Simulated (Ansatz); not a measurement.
# H-capped C nanocrystal (octahedron) (34 atoms): a short ab initio trajectory

Wanted: a short trajectory of H-capped C nanocrystal (octahedron) (34 atoms) with its pair distributions.

Main program and level: Ansatz 0.2.0; Kohn-Sham DFT, RPBE+D4, PAW (set soft_2), plane waves.

### 1. Set-up

The cell holds 34 atoms: 14 C and 20 H. Cell: a = 15.717 Å, b = 15.717 Å, c = 15.717 Å, α = 90.0°, β = 90.0°, γ = 90.0°. It derives from C (diamond-structure). Octahedron of size parameter 4.7 Å cut from diamond-structure C (a = 3.567 Å), atoms with fewer than two neighbours dropped, broken bonds capped with H, 10 Å of vacuum; minimised with a classical potential. Regions: crystal, 14 atoms (14 C); hydrogen, 20 atoms (20 H). Vacuum lies along a, b and c.

### 2. Single point at the start

A single point comes first, to see the forces before anything moves.

input.yaml

```yaml
crystal:
  lattice:
    - [15.71737, 0.0, 0.0]
    - [0.0, 15.71737, 0.0]
    - [0.0, 0.0, 15.71737]
  atoms:
    - { symbol: C, position: [0.41477, 0.41477, 0.41477] }
    - { symbol: C, position: [0.3579, 0.47138, 0.47138] }
    - { symbol: C, position: [0.41468, 0.5281, 0.5281] }
    - { symbol: C, position: [0.47138, 0.3579, 0.47138] }
    [... 24 atom lines left out ...]
    - { symbol: H, position: [0.48921, 0.68334, 0.56805] }
    - { symbol: H, position: [0.56805, 0.68334, 0.48921] }
    - { symbol: H, position: [0.62586, 0.43218, 0.43218] }
    - { symbol: H, position: [0.68334, 0.48921, 0.56805] }
    - { symbol: H, position: [0.68334, 0.56805, 0.48921] }
    - { symbol: H, position: [0.62521, 0.62521, 0.62521] }
kpoints:
  mp_grid: { grid: [1, 1, 1] }
hamiltonian:
  xc: rpbe
  dispersion: d4
scf:
  occupations: { method: gaussian, width: 0.05 }
output:
  forces: true
```

Launch:

```sh
> ansatz run input.yaml --threads 4 --pin off --max-ram 8192MiB --backend cpu --events-out ev --progress --plain --runs-dir out
```

The job ended after 5.7 s (4 threads of Arm Neoverse V2, shared host; peak memory 1.8 GiB; 21 s of CPU time).

Numbers from this run:

| Item | Value |
| --- | --- |
| free energy | -3860.3072 eV |
| free energy per atom | -113.5384 eV/atom |
| SCF cycles | 8 |
| r.m.s. force component | 0.2967 eV/Å |
| longest force | 0.6781 eV/Å |
| Fermi energy | -3.012 eV |

The r.m.s. force component of 0.30 eV/Å sets the starting point.

Length of the force by element:

```csv
element,coordination,atoms,mean length of the force (eV/Å),spread,least,most
C,all,14,0.624,0.132,0.301,0.678
H,all,20,0.405,0.0262,0.384,0.440
```

### 3. Dynamics started at 600 K

A Nosé–Hoover thermostat steers the temperature while disturbing the dynamics little. The time step is 0.5 fs, short enough for the stretching of bonds to hydrogen.

input.yaml: that of step 2 with these lines changed.

```diff
@@ -16 +16,8 @@
   forces: true
+md:
+  timestep: 0.5
+  n_steps: 400
+  ensemble: nvt_nose_hoover
+  temperature: 600
+  initial_velocities: maxwell_boltzmann
+  seed: 5033
```

It took 25 min on 4 threads; peak memory 1.9 GiB; 1.6 h of CPU time.

The program notes that it switched symmetry off.

The trajectory, sampled:

```csv
time (fs),T (K),potential (meV/atom),conserved (meV/atom)
0.0,600,0.0,0.00
13.5,310,36.9,0.27
26.5,241,46.6,0.30
40.0,333,36.7,0.20
53.5,362,35.5,0.18
66.5,278,49.1,0.38
80.0,412,35.3,0.12
93.5,339,47.4,0.29
106.5,354,48.0,0.35
120.0,352,50.6,0.28
133.5,447,41.1,0.22
146.5,436,44.6,0.29
160.0,413,49.9,0.27
173.5,408,53.5,0.29
186.5,369,61.4,0.41
200.0,426,57.4,0.33
```

Mean square displacement from the first frame to the last: C 0.088 Å², H 0.19 Å².

Positions (Å) and forces (eV/Å) at 200.0 fs:

```xyz
34
Lattice="15.717 0.000 0.000 0.000 15.717 0.000 0.000 0.000 15.717" Properties=species:S:1:pos:R:3:forces:R:3 pbc="T T T"
C     6.299    6.451    6.829    0.963   -0.232    1.157
C     5.537    7.392    7.767    1.127   -0.507    0.906
C     6.585    8.345    8.420   -1.391   -0.151    0.296
C     7.401    5.578    7.666   -1.456   -0.353   -0.030
C     8.358    6.633    8.274   -1.223   -0.797    0.010
C     7.104    7.277    5.813   -3.254    0.729   -2.583
C     8.043    8.254    6.427    0.763    0.628   -0.034
C     7.493    7.556    9.269    3.340   -1.122    0.309
C     8.606    8.384    9.991    1.231   -0.472    0.031
C     7.398    9.189    7.428   -0.086    0.789   -0.167
C     8.494   10.119    8.138   -0.488   -1.695   -0.774
C     9.063    7.433    7.155    1.438    0.400    1.238
C    10.163    8.230    7.870   -0.532   -0.182    3.710
C     9.457    9.210    8.959   -1.280   -0.811   -1.069
H     5.601    5.856    6.265   -0.294   -0.802   -0.194
H     4.954    6.847    8.584    0.691    0.487   -0.852
H     4.870    8.074    7.283   -0.904    0.172   -0.925
H     5.914    8.929    9.020   -0.063    1.214    0.790
H     7.878    4.905    6.903   -0.026    0.385    0.634
H     6.939    4.876    8.505    0.606    1.377   -1.520
H     9.120    6.197    8.912    0.269   -0.579    0.046
H     6.244    7.911    5.149    2.022   -1.477    1.310
H     7.585    6.554    5.104   -0.060    0.668    0.277
H     8.549    8.888    5.685   -0.023   -0.139   -0.304
H     7.058    6.859   10.033   -0.238    0.552   -0.627
H     9.331    7.639   10.474   -0.879    0.755   -0.274
H     8.211    9.018   10.803   -0.020    0.084   -0.190
H     6.706    9.865    6.884    0.078   -0.138    0.127
H     7.835   10.848    8.579    0.269    0.639    1.212
H     9.108   10.631    7.394   -0.123    0.186   -0.445
H     9.579    6.827    6.427    0.056   -0.989   -0.319
H    10.741    7.515    8.595   -0.562    0.803   -1.440
H    10.914    8.837    7.378    0.004    0.023   -0.929
H    10.302    9.728    9.392    0.045    0.553    0.624
```

Mean square displacement against time lag:

```csv
time lag (fs),C (Å²),H (Å²)
0.5,2.2e-5,2.2e-4
4.5,0.00161,0.0145
8.5,0.00469,0.0334
12.5,0.00807,0.0508
21.0,0.0123,0.0574
25.0,0.0129,0.0498
29.5,0.0135,0.0481
33.5,0.0140,0.0485
37.5,0.0148,0.0605
41.5,0.0155,0.0708
46.0,0.0164,0.0737
54.0,0.0195,0.0774
58.5,0.0214,0.0755
62.5,0.0225,0.0782
66.5,0.0227,0.0737
70.5,0.0227,0.0723
75.0,0.0229,0.0736
79.0,0.0236,0.0703
87.5,0.0257,0.0755
91.5,0.0259,0.0741
95.5,0.0258,0.0793
100.0,0.0259,0.0816
```

The drift taken off is the plain mean over atoms, not the centre of mass, so with hydrogen in the cell the heavy atoms' values at short lags are too large.

Over the second half of 200 fs the temperature averages 412 K with swings of 52 K r.m.s. The conserved energy stays within 0.41 meV/atom. From first frame to last H has the largest mean square displacement, 0.19 Å² at the end; the farthest move is 0.65 Å. The mean temperature of 412 K lies well off the 600 K of the input, so the thermostat hasn't yet brought the run to equilibrium. The run spans 0.20 ps, too short for its means to be equilibrium values.

### 4. Distances and neighbours late in the run

The g(r) is a mean over the second half; what follows it is taken at the last frame.

Bonds before and after, by the cutoffs listed below:

```csv
pair,bonds before,bonds after,mean before (Å),mean after (Å),spread before (Å),spread after (Å)
H-C,20,20,1.089,1.115,0.001,0.046
C-C,18,18,1.546,1.552,0.002,0.044
```

Mean of 14 frames; normalised to the volume that the atoms fill. g(r), total and by pair (bins of 0.1 Å):

```csv
r (Å),total,H-H,H-C,C-C
0.85,0.00,0.00,0.00,0.00
0.95,0.05,0.00,0.10,0.00
1.05,4.86,0.00,10.00,0.00
1.15,5.95,0.00,12.30,0.00
1.25,0.16,0.00,0.33,0.00
1.35,0.00,0.00,0.00,0.00
1.45,0.78,0.00,0.00,4.60
1.55,3.79,0.00,0.00,22.40
1.65,0.65,0.36,0.00,3.11
1.75,0.67,1.94,0.00,0.00
1.85,0.39,1.12,0.00,0.00
1.95,0.15,0.26,0.13,0.00
2.05,0.92,0.10,1.83,0.00
2.15,3.43,0.24,6.90,0.00
2.25,2.48,0.66,4.65,0.00
2.35,1.13,2.26,0.62,0.30
2.45,2.27,3.67,0.03,5.82
2.55,3.45,3.99,0.52,10.70
2.65,1.80,2.46,1.30,1.89
2.75,1.38,0.91,2.19,0.04
2.85,1.28,0.40,1.68,1.94
2.95,1.26,0.10,0.68,5.29
3.05,0.47,0.03,0.20,2.12
3.15,0.13,0.01,0.19,0.17
3.25,0.31,0.00,0.64,0.00
3.35,0.69,0.00,1.42,0.00
3.45,1.53,0.02,3.05,0.24
3.55,1.30,0.32,2.09,1.06
3.65,0.48,0.66,0.33,0.56
3.75,0.37,0.93,0.08,0.08
3.85,0.86,0.98,0.80,0.79
3.95,1.01,0.53,1.49,0.64
4.05,0.72,0.65,0.99,0.09
4.15,0.56,0.81,0.57,0.00
4.25,0.71,1.11,0.62,0.12
4.35,0.81,1.13,0.66,0.58
4.45,0.39,0.49,0.28,0.49
4.55,0.14,0.14,0.12,0.23
4.65,0.26,0.15,0.29,0.41
4.75,0.25,0.30,0.26,0.14
4.85,0.28,0.53,0.19,0.00
4.95,0.44,0.92,0.26,0.00
5.05,0.38,0.82,0.20,0.00
5.15,0.19,0.34,0.14,0.00
```

Bonds by pair of elements; cutoffs follow the first minimum of g(r), held within bounds set by covalent radii, and pairs that aren't listed don't count as bonded:

```csv
pair A-B,cutoff (Å),bonds,mean length (Å),spread (Å),shortest (Å),B about A,A about B
H-C,1.34,20,1.11,0.046,1.07,1,1.43
C-C,1.85,18,1.55,0.044,1.47,2.57,2.57
```

How many atoms have how many bonded neighbours:

```csv
element,mean,1,4
C,4,0,14
H,1,20,0
```

Bond angles (no mean is given where the spread exceeds 20°):

```csv
angle,count,mean (°),spread (°)
C-C-H,48,110,5.5
C-C-C,30,109,3.4
H-C-H,6,107,0.6
```

With the cutoffs above, all C atoms have 4 and all H atoms have 1 bonded neighbour. The C-C-H angle averages 110° with a spread of 6°.

### 5. Single point at the last frame

The last frame is solved once more, with the analyses that the dynamics left out.

input.yaml

```yaml
crystal:
  lattice:
    - [15.71737, 0.0, 0.0]
    - [0.0, 15.71737, 0.0]
    - [0.0, 0.0, 15.71737]
  atoms:
    - { symbol: C, position: [0.40076, 0.41044, 0.43447] }
    - { symbol: C, position: [0.3523, 0.47032, 0.49414] }
    - { symbol: C, position: [0.41896, 0.53098, 0.53574] }
    - { symbol: C, position: [0.47085, 0.35489, 0.48772] }
    [... 24 atom lines left out ...]
    - { symbol: H, position: [0.4985, 0.69019, 0.54581] }
    - { symbol: H, position: [0.57948, 0.67637, 0.47046] }
    - { symbol: H, position: [0.60946, 0.43437, 0.40889] }
    - { symbol: H, position: [0.68339, 0.47812, 0.54682] }
    - { symbol: H, position: [0.69438, 0.56223, 0.46943] }
    - { symbol: H, position: [0.65547, 0.61894, 0.59754] }
kpoints:
  mp_grid: { grid: [1, 1, 1] }
hamiltonian:
  xc: rpbe
  dispersion: d4
scf:
  occupations: { method: gaussian, width: 0.05 }
output:
  forces: true
  populations: true
  dos:
    method: { smearing: { sigma: 0.15 } }
    de: 0.1
    projected:
      site_lists:
        C: [C]
        H: [H]
        crystal: [0, 1, 2, 3, 4, 5, 6, 7, 8, 9, 10, 11, 12, 13]
        hydrogen: [14, 15, 16, 17, 18, 19, 20, 21, 22, 23, 24, 25, 26, 27, 28, 29, 30, 31, 32, 33]
  eigenvalues: true
  write_density: true
  write_potential: true
  volumetric_format: npy
```

Wall time 11 s (4 threads); peak memory 1.9 GiB.

The program notes that the exchange-correlation potential is rough where the density is thin.

The run gave:

| Quantity | Value |
| --- | --- |
| free energy | -3858.3553 eV |
| free energy per atom | -113.4810 eV/atom |
| SCF cycles | 8 |
| r.m.s. force component | 0.9902 eV/Å |
| longest force | 4.217 eV/Å |
| Fermi energy | -2.974 eV |
| gap (highest filled to lowest empty level) | 5.017 eV |
| spilling of the projection | 0.0115 |

Length of the force by element:

```csv
element,coordination,atoms,mean length of the force (eV/Å),spread,least,most
C,all,14,1.98,1.02,0.806,4.22
H,all,20,1.06,0.630,0.200,2.83
```

Löwdin charges by element (they lack the spilled electrons, 0.026 e an atom on average):

```csv
element,coordination,atoms,mean charge (e),spread,least,most
C,all,14,-0.176,0.0798,-0.299,-0.0958
H,all,20,0.167,0.0197,0.106,0.190
```

By region:

```csv
region,atoms,mean length of the force (eV/Å)
crystal,14,1.98
hydrogen,20,1.06
```

Density of states as counts of states in windows of 1 eV (from the Fermi level), total and the larger projections:

```csv
from (eV),to (eV),total,crystal,C p,H s,hydrogen,C s
-18,-17,0.0,0.0,0.0,0.0,0.0,0.0
-17,-16,3.7,3.1,0.8,0.5,0.5,2.3
-16,-15,2.3,2.0,0.5,0.3,0.3,1.5
-15,-14,2.6,2.2,0.6,0.4,0.4,1.6
-14,-13,3.4,2.7,0.8,0.6,0.6,1.9
-13,-12,0.0,0.0,0.0,0.0,0.0,0.0
-12,-11,5.4,4.2,2.0,1.1,1.1,2.2
-11,-10,6.5,5.1,3.5,1.2,1.2,1.6
-10,-9,0.1,0.1,0.1,0.0,0.0,0.0
-9,-8,3.7,2.6,2.2,1.1,1.1,0.4
-8,-7,7.0,5.1,4.5,1.8,1.8,0.6
-7,-6,10.6,8.0,7.7,2.4,2.4,0.3
-6,-5,7.5,5.6,5.5,1.9,1.9,0.1
-5,-4,7.6,6.0,5.9,1.6,1.6,0.1
-4,-3,9.4,7.1,7.0,2.3,2.3,0.0
-3,-2,4.2,3.1,3.0,1.1,1.1,0.0
-2,2,0.0,0.0,0.0,0.0,0.0,0.0
2,3,3.5,0.5,0.2,0.9,0.9,0.3
3,4,18.0,1.5,0.8,2.3,2.3,0.7
```

Between -19 and -18 eV lie 2 more states.

The levels nearest the highest filled one (over half full), pooled over k-points and spins:

```csv
level less the highest filled one (eV),occupation
-1.12,2
-1.02,2
-0.851,2
-0.581,2
-0.366,2
0,2
5.02,0
5.51,0
5.60,0
5.64,0
5.95,0
5.98,0
```

Mean Löwdin charges: C -0.18, H +0.17 e (they miss 1.1 % of the electrons, so they add up to more than the cell's charge). Charges this small depend on the projection, at times even in sign.

### 6. Results

```json
{
 "mean temperature, second half": "411.6 K",
 "temperature swing, second half": "52.05 K",
 "slope of the conserved energy against time, by least squares": "0.6099 meV/atom/ps",
 "free energy per atom": "-113.4810 eV/atom",
 "r.m.s. force component": "0.9902 eV/Å",
 "gap (highest filled to lowest empty level)": "5.017 eV",
 "wall time of the 3 DFT runs": "25 min"
}
```

Over the second half of 200 fs the temperature averages 412 K with swings of 52 K r.m.s. The conserved energy stays within 0.41 meV/atom. The mean temperature of 412 K lies well off the 600 K of the input, so the thermostat hasn't yet brought the run to equilibrium. The run spans 0.20 ps, too short for its means to be equilibrium values. With the cutoffs above, all C atoms have 4 and all H atoms have 1 bonded neighbour. Between filled and empty levels lie 5.02 eV (at Γ alone); a semilocal functional tends to put such gaps too low.

What to keep in mind: The name gives the shape as built, which the classical minimisation can have changed.

[Logs are printed without paths, hosts, clocks, repeated set-up lines and the standing remarks that a program may print on its own settings, such as how far it seeks lower states.]

[Hosts, paths, dates, database ids (printed as entryN), source tags and the programs' standing remarks are cut or masked in the printed files.]
